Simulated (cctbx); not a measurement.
# Interatomic vectors of PrCuP2

Space group Pbcm (no. 57), a = 5.7150 Å, b = 20.5520 Å, c = 5.6620 Å, α = 90.00°, β = 90.00°, γ = 90.00°, content Pr8 Cu8 P16.

Simulated single-crystal data (cctbx): Ga Kα, λ = 1.3414 Å, to d = 0.83 Å, 80 % of the full sphere, strongest reflection 40000 counts, noise from counting, a 6 % proportional error and a noise floor of 15 counts (s.d.); no absorption, some extinction.

Patterson synthesis from sharpened amplitudes, origin scaled to 1000:

```text
Patterson group P m m m
      u       v       w   height  length (A)
  0.000   0.000   0.000   1000.0     0.00
  0.500   0.000   0.500    941.2     4.02
  0.000   0.500   0.000    821.7    10.28
  0.500   0.500   0.500    792.5    11.04
  0.500   0.252   0.000    496.3     5.92
  0.000   0.253   0.500    492.9     5.91
  0.250   0.129   0.251    353.5     3.34
  0.250   0.371   0.250    292.3     7.89
  0.500   0.225   0.500    184.2     6.14
  0.000   0.225   0.000    173.7     4.62
  0.500   0.275   0.500    158.5     6.94
  0.000   0.276   0.000    153.4     5.67
  0.000   0.045   0.500    152.9     2.98
  0.500   0.044   0.000    150.9     3.00
```

Q: Assign the vectors.

A peak at u stands for all pairs with xi − xj = u, with weight Σ ZiZj against Σ Z² = 38176 at the origin. Peak heights follow these weights only roughly, since form factors, motion and series ripples differ, all vectors within 0.55 Å of a peak are counted as merged into it though the farther ones add only part of their weight, and F(000) is left out, which lowers the whole map:

| u | v | w | shortest length (Å) | height | 1000 ΣZiZj/ΣZ² | pairs in the cell |
| --- | --- | --- | --- | --- | --- | --- |
| 0.500 | 0.000 | 0.500 | 4.02 | 941 | 1000 | 8 × Pr–Pr, 8 × Cu–Cu, 16 × P–P |
| 0.000 | 0.500 | 0.000 | 10.28 | 822 | 1000 | 8 × Pr–Pr, 8 × Cu–Cu, 16 × P–P |
| 0.500 | 0.500 | 0.500 | 11.04 | 792 | 1000 | 8 × Pr–Pr, 8 × Cu–Cu, 16 × P–P |
| 0.500 | 0.252 | 0.000 | 5.92 | 496 | 912 | 8 × Pr–Pr, 16 × Cu–P |
| 0.000 | 0.253 | 0.500 | 5.92 | 493 | 912 | 8 × Pr–Pr, 16 × Cu–P |
| 0.250 | 0.129 | 0.251 | 3.33 | 354 | 544 | 8 × Pr–Cu, 8 × Pr–P |
| 0.250 | 0.371 | 0.250 | 7.89 | 292 | 544 | 8 × Pr–Cu, 8 × Pr–P |
| 0.500 | 0.225 | 0.500 | 6.13 | 184 | 277 | 8 × Pr–P, 8 × Cu–P |
| 0.000 | 0.225 | 0.000 | 4.62 | 174 | 277 | 8 × Pr–P, 8 × Cu–P |
| 0.500 | 0.275 | 0.500 | 6.94 | 158 | 185 | 8 × Pr–P |

The table stops at ten peaks or at a height of 45, below which ripples compete. In the model behind the data Pr, the heaviest element, has 2 independent sites: (0.5165, 0.1165, 3/4) and (0.0096, 0.1197, 1/4), up to an allowed shift of origin; the Pr–Pr vectors are differences of these positions and their symmetry mates. The whole model:

| atom | mult. | x | y | z | Ueq (Å²) |
| --- | --- | --- | --- | --- | --- |
| Pr1 | 4 | 0.5165 | 0.1165 | 3/4 | 0.0035 |
| Pr2 | 4 | 0.0096 | 0.1197 | 1/4 | 0.0037 |
| Cu1 | 4 | 0.2281 | 3/4 | 0 | 0.0045 |
| Cu2 | 4 | 0.7207 | 3/4 | 0 | 0.0040 |
| P1 | 8 | 0.2295 | 0.9997 | 0.5361 | 0.0057 |
| P2 | 4 | 0.5092 | 0.1589 | 1/4 | 0.0063 |
| P3 | 4 | 0.0205 | 0.1647 | 3/4 | 0.0058 |

The model was made for the exercise: a known structure type with other elements put in, its volume estimated, not relaxed; displacement parameters are assumed.

[Logs are printed without paths, hosts, clocks, repeated set-up lines and the standing remarks that a program may print on its own settings, such as how far it seeks lower states.]
